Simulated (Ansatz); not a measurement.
# RbLi2V, from a guessed structure to a relaxed one, part 2 of 2

Starting from a made-up structure for RbLi2V, the aim is the relaxed cell, its shortest contacts and, where a second run follows, its electronic structure.

Ansatz 0.2.0; DFT, PBEsol, plane-wave PAW, files of the set soft_1, scalar-relativistic, ferromagnetic start, cell and ions relaxed at zero pressure; PAW set soft_1 (the session's first sound run).

So far, absolute magnetization (μB): step 2 (relaxing cell and atoms) 9.40. The relaxed cell has a = 5.692, c = 8.613 Å (conventional setting).

In doubt: warnings of the run leave room for a lower electronic state, so energies may not be the lowest and differences between runs may mislead.

**3. Electronic structure of the relaxed cell**

A second self-consistent run takes a narrower smearing and the mesh shown in its input; the bands follow along the standard path of the relaxed lattice.

This step: DFT, PBEsol, plane-wave PAW, files of the set soft_1, scalar-relativistic, ferromagnetic start, bands and density of states at the relaxed cell; PAW set soft_1 (Ansatz 0.2.0).

The input, input.yaml:

```yaml
crystal:
  lattice:
    - [5.6917558332, 0.0, 0.0]
    - [-2.8458779166, 4.9292051437, 0.0]
    - [0.0, 0.0, 8.6129602277]
  atoms:
    - { symbol: Rb, position: [0.0, 0.0, 0.75] }
    - { symbol: Rb, position: [0.0, 0.0, 0.25] }
    - { symbol: V, position: [0.6666666667, 0.3333333333, 0.75], spin: 3.2 }
    - { symbol: V, position: [0.3333333333, 0.6666666667, 0.25], spin: 3.2 }
    - { symbol: Li, position: [0.6666666667, 0.3333333333, 0.4213313526] }
    - { symbol: Li, position: [0.3333333333, 0.6666666667, 0.9213313526] }
    - { symbol: Li, position: [0.6666666667, 0.3333333333, 0.0786686474] }
    - { symbol: Li, position: [0.3333333333, 0.6666666667, 0.5786686474] }
magnetization:
  spin_polarized: true
kpoints:
  mp_grid: { grid: [6, 6, 4] }
  band_path:
    path:
      - [[0.0, 0.0, 0.0], [0.5, 0.0, 0.0], [0.33333333, 0.33333333, 0.0], [0.0, 0.0, 0.0], [0.0, 0.0, 0.5], [0.5, 0.0, 0.5], [0.33333333, 0.33333333, 0.5], [0.0, 0.0, 0.5]]
      - [[0.5, 0.0, 0.5], [0.5, 0.0, 0.0]]
      - [[0.33333333, 0.33333333, 0.0], [0.33333333, 0.33333333, 0.5]]
    npoints: 8
scf:
  occupations: { method: fermi_dirac, width: 0.03 }
  n_extra_bands: 16
hamiltonian:
  xc: pbesol
  pseudopotentials: { kind: paw, azcp: { folder: soft_1 }, xc_functional: pbe }
output:
  forces: true
  stress: true
  write_bands: true
  dos: { projected: true }
  write_density: true
  write_potential: true
  elf: true
  volumetric_format: npy
```

Command:

```
> ansatz run input.yaml --threads 4 --pin off --max-ram 10240MiB --backend cpu --events-out ev --progress --plain --runs-dir out
```

Numbers of over 12 decimals in the logs are rounded to 6 here.

What it wrote:

```text
Warning: where an SCF of this run starts from atoms to list the orders of its open shells, V (sites 2, 3, from 0) starts with 3.00 μB on its 3d shell, in the place of the 3.20 μB that the deck gives it: its open shells can hold no more by Hund's first rule. To start from spheres of the given moment, type scf.initial_density.shell_occupations: []
[...]
Crystal: 8 atoms, lattice volume = 241.644 Å³
Basis set: ecut = 420 eV, 4709 PW (Γ), exchange–correlation on 80×80×120 points (8 copies of the dense FFT grid, shifted against one another)
Bands: 44, of which v1, the nominal top of the filled ones, is band 28 counted from 1 (27 counted from 0)
Symmetry: 24 space group operations
[...]
k-points: 21 of 144
[...]
Starting moments: Σ|m| = 6.4 μB on 2 of 8 sites
[...]
SCF iter  12: F=-13008.842967 eV  HF=-13008.842967 eV  |F-HF|=2.34e-9  |Δ(HF+E_count)|=   1.62e-8  Δρ=7.58e-7 (↑7.58e-7 ↓5.05e-7)  dr2=5.14e-9  dr2_m=4.42e-10  M=9.539 μB ∫|m|=9.539 μB  ethr=6.82e-11  ⟨swp⟩=11.7  Hψ=11302  notcnv=0
SCF 1 converged in 12 iterations: F = -13008.842967 eV  dr2 = 5.14e-9
[...]
NSCF: frozen V_eff on 75 k-points
SCF converged after 12 iterations
Magnetization: 9.5385 μB (32.7693 up, 23.2307 down)
Absolute magnetization: 9.5385 μB (∫|ρ↑−ρ↓|, with the PAW one-centre terms)
[...]
Per-site moments (μB) at R_I (Å): [(0.079647, 1.355531), (0.079647, 1.355531), (3.196610, 1.167709), (3.196610, 1.167709), (0.081226, 1.167709), (0.081226, 1.167709), (0.081226, 1.167709), (0.081226, 1.167709)]
Free energy (F): -13008.842967 eV
[...]
Internal energy: -13008.817753 eV  (E = F + TS)
E sigma→0 (E₀):  -13008.830360 eV
Entropy (-TS):   -0.025214 eV (-3.152 meV/atom)
Fermi energy:    3.637257 eV
[...]
--- Forces (eV/Å), atoms counted from 1 ---
  atom   1  Rb    -0.00000000    -0.00000000     0.00000000
  atom   2  Rb    -0.00000000     0.00000000     0.00000000
  atom   3  V     -0.00000000     0.00000000     0.00000000
  atom   4  V     -0.00000000    -0.00000000     0.00000000
  atom   5  Li    -0.00000000     0.00000000    -0.00156152
  atom   6  Li     0.00000000    -0.00000000    -0.00156152
  atom   7  Li    -0.00000000     0.00000000     0.00156152
  atom   8  Li     0.00000000    -0.00000000     0.00156152
  max |Σ_I F_I| component: 2.08e-17 eV/Å
--- Stress (GPa, compression-positive) ---
        0.038443       0.000000       0.000000
        0.000000       0.038443       0.000000
        0.000000       0.000000      -0.115092
  P = ⅓ Tr σ = -0.0127 GPa (-0.127 kbar)
--- Band table (eV; the first three rows and the last of 42) ---
  k-point 0 ↑: bands = [... 24 lower, 3.2489, 3.2489, 3.2502, 3.2594, 3.2594, 3.4330, 3.4330, 3.4883, ... 12 higher]
  k-point 1 ↑: bands = [... 24 lower, 3.2108, 3.2108, 3.2120, 3.2120, 3.4698, 3.4861, 3.4861, 3.5391, ... 12 higher]
  k-point 2 ↑: bands = [... 24 lower, 3.1807, 3.1807, 3.1807, 3.1807, 3.5506, 3.5506, 3.5506, 3.5506, ... 12 higher]
  k-point 20 ↓: bands = [... 24 lower, 3.7443, 3.7443, 4.9824, 4.9824, 5.5240, 5.5240, 5.9779, 5.9779, ... 12 higher]
```

Elapsed: 14 s, on 4 threads of AMD EPYC 7B13 (Zen 3), shared host; peak memory 1.1 GiB; 53 s of CPU time.

In the SCF lines HF is the Harris–Foulkes energy and dr2 the Hartree energy of the density residual, in eV; the loop may stop once dr2 is under the threshold and the program's other checks hold. Hψ counts applications of the Hamiltonian.

This step gave:

- free energy: -13008.8430 eV
- energy at zero smearing: -13008.8304 eV
- smearing term TS: 0.02521 eV
- Fermi energy: 3.637 eV
- magnetization: 9.539 μB
- absolute magnetization: 9.539 μB
- site moments: 0.07965, 0.07965, 3.197, 3.197, 0.08123, 0.08123, 0.08123, 0.08123 μB
- pressure: -0.01274 GPa

bands.tsv at the labelled points (eV, zero at the Fermi level; the bands that come nearest the Fermi level along the path):

```
point  band_28_up  band_30_up  band_31_up  band_32_up  band_33_up  band_22_dn  band_23_dn  band_24_dn
    Γ       -0.38       -0.20       -0.15       -0.15        0.77       -0.52        0.97        0.97
    M       -0.35       -0.24       -0.22       -0.07        0.12       -0.16        0.21        0.27
    K       -0.26       -0.19       -0.19       -0.01        0.52       -0.42        0.12        0.12
    Γ       -0.38       -0.20       -0.15       -0.15        0.77       -0.52        0.97        0.97
    A       -0.09       -0.09       -0.09        0.65        0.65        0.79        0.79        1.20
    L       -0.30       -0.19       -0.19       -0.10       -0.10       -0.71       -0.71        1.02
    H       -0.21       -0.21       -0.21       -0.07       -0.07       -0.52       -0.52        0.11
    A       -0.09       -0.09       -0.09        0.65        0.65        0.79        0.79        1.20
    L       -0.30       -0.19       -0.19       -0.10       -0.10       -0.71       -0.71        1.02
    M       -0.35       -0.24       -0.22       -0.07        0.12       -0.16        0.21        0.27
    K       -0.26       -0.19       -0.19       -0.01        0.52       -0.42        0.12        0.12
    H       -0.21       -0.21       -0.21       -0.07       -0.07       -0.52       -0.52        0.11
```

Spin density in the ac plane at fractional y = 0.333, with atoms of V and Li within 0.2 Å of it.

Ten even steps from '_' (0.0 e/Å³) to '@' (2.8 e/Å³), each cell a mean:
```
________________________________
________________________________
________________________________
____________________....________
__________________::====..______
________________..==@@@@--..____
__________________--##**::______
__________________..::::..______
________________________________
________________________________
________________________________
________________________________
________________________________
________________________________
________________________________
________________________________
________________________________
________________________________
________________________________
________________________________
________________________________
________________________________
________________________________
________________________________
```
Columns run along a (5.7 Å), rows up along c (8.6 Å). Atoms in or near the plane, at fractional coordinates: V at (0.67, 0.75), Li at (0.67, 0.42), Li at (0.67, 0.08).

Valence density in the ac plane at fractional y = 0.333, with atoms of V and Li within 0.2 Å of it. It is the smooth field of the valence electrons, not physical close to the nuclei.

Ten steps, logarithmic in the rise over the least value, from '_' (0 e/Å³) to '@' (13 e/Å³), each cell a mean:
```
________________________________
________________________________
__________________........______
________________..--++==--..____
______________..--**%%%%**::..__
______________..==%%@@@@##--..__
______________..--##@@@@##--..__
______________..::==****==::____
________________..::--::::..____
__________________........______
________________________________
________________________________
__________________::**++::______
__________________==%%%%==______
__________________--****::______
____________________::..________
________________________________
________________________________
________________________________
________________________________
__________________..++==..______
__________________==%%##==______
__________________--####--______
____________________::::________
```
Columns run along a (5.7 Å), rows up along c (8.6 Å). Atoms in or near the plane, at fractional coordinates: V at (0.67, 0.75), Li at (0.67, 0.42), Li at (0.67, 0.08).

ELF in the ac plane at fractional y = 0.333, with atoms of V and Li within 0.2 Å of it. It is the smooth field of the valence electrons, not physical close to the nuclei.

Values, 24 rows by 16 columns, each cell a mean:
```
0.43 0.35 0.29 0.29 0.36 0.45 0.53 0.55 0.46 0.28 0.17 0.18 0.30 0.47 0.55 0.52
0.37 0.25 0.19 0.19 0.26 0.39 0.50 0.53 0.50 0.44 0.39 0.40 0.44 0.51 0.53 0.49
0.29 0.17 0.11 0.11 0.17 0.31 0.43 0.41 0.31 0.25 0.26 0.26 0.26 0.32 0.42 0.42
0.22 0.12 0.08 0.08 0.12 0.24 0.35 0.28 0.19 0.29 0.45 0.43 0.27 0.19 0.29 0.34
0.18 0.10 0.07 0.07 0.10 0.19 0.29 0.22 0.27 0.52 0.67 0.66 0.49 0.25 0.22 0.28
0.17 0.09 0.08 0.08 0.09 0.18 0.27 0.22 0.39 0.65 0.71 0.71 0.62 0.35 0.21 0.26
0.17 0.10 0.08 0.08 0.09 0.18 0.27 0.21 0.33 0.60 0.70 0.69 0.57 0.30 0.21 0.27
0.20 0.11 0.07 0.07 0.11 0.21 0.32 0.24 0.20 0.39 0.58 0.56 0.36 0.20 0.25 0.31
0.26 0.14 0.09 0.09 0.14 0.28 0.39 0.35 0.24 0.22 0.30 0.29 0.22 0.24 0.35 0.38
0.34 0.21 0.15 0.15 0.22 0.36 0.47 0.49 0.43 0.36 0.33 0.33 0.36 0.43 0.49 0.46
0.41 0.31 0.24 0.25 0.32 0.43 0.52 0.56 0.52 0.42 0.33 0.34 0.43 0.53 0.55 0.51
0.45 0.38 0.34 0.34 0.39 0.46 0.52 0.49 0.29 0.10 0.04 0.05 0.11 0.32 0.50 0.51
0.45 0.40 0.36 0.37 0.40 0.45 0.47 0.32 0.07 0.12 0.56 0.51 0.10 0.09 0.35 0.47
0.39 0.32 0.29 0.29 0.33 0.40 0.43 0.25 0.05 0.38 0.98 0.93 0.31 0.05 0.27 0.43
0.30 0.23 0.19 0.19 0.23 0.32 0.40 0.28 0.06 0.20 0.75 0.69 0.16 0.07 0.30 0.39
0.23 0.16 0.13 0.13 0.16 0.24 0.37 0.38 0.18 0.05 0.10 0.09 0.05 0.20 0.39 0.35
0.19 0.13 0.10 0.10 0.13 0.20 0.33 0.46 0.43 0.27 0.16 0.17 0.29 0.44 0.44 0.32
0.18 0.12 0.10 0.10 0.12 0.18 0.32 0.47 0.57 0.57 0.54 0.54 0.57 0.55 0.45 0.30
0.18 0.12 0.10 0.10 0.12 0.19 0.32 0.47 0.52 0.45 0.35 0.36 0.46 0.52 0.45 0.31
0.21 0.14 0.11 0.11 0.14 0.22 0.35 0.43 0.29 0.10 0.05 0.05 0.11 0.31 0.42 0.33
0.27 0.19 0.15 0.15 0.19 0.28 0.38 0.32 0.09 0.09 0.42 0.38 0.08 0.11 0.34 0.37
0.35 0.28 0.24 0.24 0.28 0.37 0.42 0.25 0.05 0.35 0.96 0.91 0.28 0.05 0.28 0.42
0.42 0.37 0.34 0.34 0.38 0.44 0.45 0.27 0.05 0.26 0.86 0.80 0.21 0.06 0.30 0.46
0.46 0.40 0.36 0.37 0.41 0.47 0.50 0.41 0.15 0.04 0.14 0.13 0.05 0.18 0.43 0.50
```
Columns run along a (5.7 Å), rows up along c (8.6 Å). Atoms in or near the plane, at fractional coordinates: V at (0.67, 0.75), Li at (0.67, 0.42), Li at (0.67, 0.08).

**4. Results**

| Quantity | Value |
| --- | --- |
| space group, relaxed | P6_3/mmc |
| conventional cell | a = 5.692, b = 5.692, c = 8.613 Å; α = 90.0°, β = 90.0°, γ = 120.0° |
| volume per atom | 30.21 Å³ (guess 28.60) |
| total moment | 9.40 μB in the cell of 8 atoms |

In words: RbLi2V relaxes to P6_3/mmc with a = 5.692, b = 5.692 and c = 8.613 Å. The guessed volume was 5 % too small. The space group P6_3/mmc was held in the relaxation, so the end point is a stationary structure within it and may be a saddle against distortions or other arrangements. The input starts from parallel moments, and no other start was typed. The electronic state may lie above the lowest one. Bands cross the Fermi level, so it is a metal or semimetal at this level. On the 6×6×4 mesh with the narrower smearing (relaxed on 6×6×3) the largest force component is 0.002 eV/Å and the largest stress component is 0.115 GPa, against the relaxation's thresholds of 0.015 eV/Å and 0.05 GPa. The cutoff wasn't tested. A vector of the cell changed its length by 9 %, more than the volume shows. No dispersion term is used, so weakly bound directions may come out too long. The program estimates, without running it, that another magnetic order lies lower than the one relaxed here. Nothing here tests whether the compound is stable against decomposition.

[Logs are printed without paths, hosts, clocks, repeated set-up lines and the standing remarks that a program may print on its own settings, such as how far it seeks lower states.]

[Hosts, paths, dates, database ids (printed as entryN), source tags and the programs' standing remarks are cut or masked in the printed files.]
